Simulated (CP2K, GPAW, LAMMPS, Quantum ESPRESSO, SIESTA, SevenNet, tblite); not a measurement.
# Predicting plane-wave site energies from SevenNet l3i5: a vacancy of C in amorphous carbon (64 atoms)

Density of this cell: 1.74 g/cm³. The cell holds 64 atoms: 64 C. Its edges and angles: a = 9.022 Å, b = 9.022 Å, c = 9.022 Å, α = 90.0°, β = 90.0°, γ = 90.0°. 64 atoms (64 C) placed at random at 1.74 g/cm³, melted at 5500 K for 10 ps at fixed volume with the LCBOP (Los and Fasolino, Phys. Rev. B 68, 024107 (2003)). Quenched from 5500 K to 300 K at 100 K/ps and fixed volume, held 5 ps. Then the atoms were relaxed with SevenNet 0 in the fixed cell.

Calculated with Quantum ESPRESSO 7.5: PBE; plane waves, SSSP efficiency, 45/360 Ry; k-points Γ. The cheaper level is SevenNet l3i5, trained on PBE(+U) plane-wave data, no dispersion term. Each row is one cell with a vacancy of C, relaxed with SevenNet 0; both levels solve the same cells, and energies are counted from site C22 at each level.

| energy from SevenNet l3i5 (eV) | energy from plane waves (eV) | site |
| --- | --- | --- |
| 0.000 | 0 | C22 |
| 0.745 | ? | ? |
| 1.090 | 1.458 | C43 |
| 1.567 | 3.024 | C62 |
| 3.187 | 4.876 | C53 |

**Question.** Fit a straight line to the rows given and interpolate to the withheld row.

**Working.**

Take u as the energy from SevenNet l3i5 and v as that from plane waves.

| u (eV) | v (eV) |
| --- | --- |
| 0 | 0 |
| 1.08997 | 1.45849 |
| 1.56726 | 3.02382 |
| 3.18738 | 4.87608 |

With n = 4: mean u = 1.46115, mean v = 2.33960, Σ(u − ū)² = 5.2639, Σ(u − ū)(v − v̄) = 8.1967. Slope b = 8.1967 / 5.2639 = 1.5572; intercept a = v̄ − b ū = 0.064342.

At the withheld site u = 0.7448, and v = a + b u.

Prediction at 0.745: 1.224 eV. The run gave 1.469 eV, so the fit is low by 0.24 eV (17 % of the value).

The slope of 1.6 says that SevenNet l3i5 compresses the spread of the sites. Taken as it stands, without the line, its value misses the withheld site by 0.72 eV. Among the rows given, the largest miss of the fit is at 1.567, by 0.52 eV (11 % of the range of the table).

Limits: Few sites, one cell. The geometries are those of SevenNet 0, not of DFT.

[Hosts, paths, dates, database ids (printed as entryN), source tags and the programs' standing remarks are cut or masked in the printed files.]
